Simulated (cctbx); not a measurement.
# What resolution and counting buy: Cu8Te6W

Space group R-3 (no. 148), a = 7.1860 Å, b = 7.1860 Å, c = 19.1590 Å, α = 90.00°, β = 90.00°, γ = 120.00°.

```csv
atom,mult.,x,y,z,Ueq (Å²)
W1,3,0,0,0,0.0078
Te1,18,0.6838,0.9917,0.0778,0.0083
Cu1,18,0.6789,0.9881,0.2132,0.0112
Cu2,6,1/3,2/3,0.3232,0.0087
```

This is a model crystal, built by substitution and not relaxed, with assumed displacement parameters.

Five simulated data sets (cctbx; Mo Kα, λ = 0.71073 Å; 1.5 % proportional error) differ in resolution or exposure (noise floor 15 counts in the first three, 8 in the last two). Each is refined with the right model, isotropic at 1.1 Å and anisotropic otherwise. How do the figures of merit and the uncertainties move?

| d min (Å) | top counts | ⟨I/σ⟩ (unmerged, absences included) | unique | param. (scale apart) | Rint | R1 | GooF | largest s.u. xyz (fractional) | s.u. U of Cu1 (Å²) | largest error (Å) |
| --- | --- | --- | --- | --- | --- | --- | --- | --- | --- | --- |
| 1.1 | 5000 | 2.6 | 156 | 11 | 0.054 | 0.0230 | 0.95 | 0.00041 | 0.0005 | 0.0020 |
| 0.84 | 5000 | 2.1 | 339 | 23 | 0.073 | 0.0282 | 0.95 | 0.00027 | 0.0008 | 0.0040 |
| 0.6 | 5000 | 1.5 | 918 | 23 | 0.114 | 0.0376 | 0.94 | 0.00020 | 0.0004 | 0.0020 |
| 0.75 | 300 | 0.3 | 477 | 23 | 0.453 | 0.0916 | 0.93 | 0.00179 | 0.0043 | 0.0132 |
| 0.75 | 3000 | 1.8 | 477 | 23 | 0.084 | 0.0277 | 0.93 | 0.00024 | 0.0006 | 0.0026 |

The number of reflections grows roughly as 1/d³: 156, 339 and 918 here. R1 follows the noise rather than the truth: at 300 counts it is 0.0916, at 3000 counts 0.0277, while GooF is 0.93 and 0.93: the weights 1/σ² carry the noise. The s.u. of U (U11 where anisotropic) for Cu1 goes 0.0005, 0.0008, 0.0004 Å² with resolution and 0.0043, 0.0006 Å² with exposure.

Hardware for the 0.6 Å refinement: 0.39 s on 1 thread of Arm Neoverse V2 (shared host), peak memory 0.09 GiB.

[Logs are printed without paths, hosts, clocks, repeated set-up lines and the standing remarks that a program may print on its own settings, such as how far it seeks lower states.]
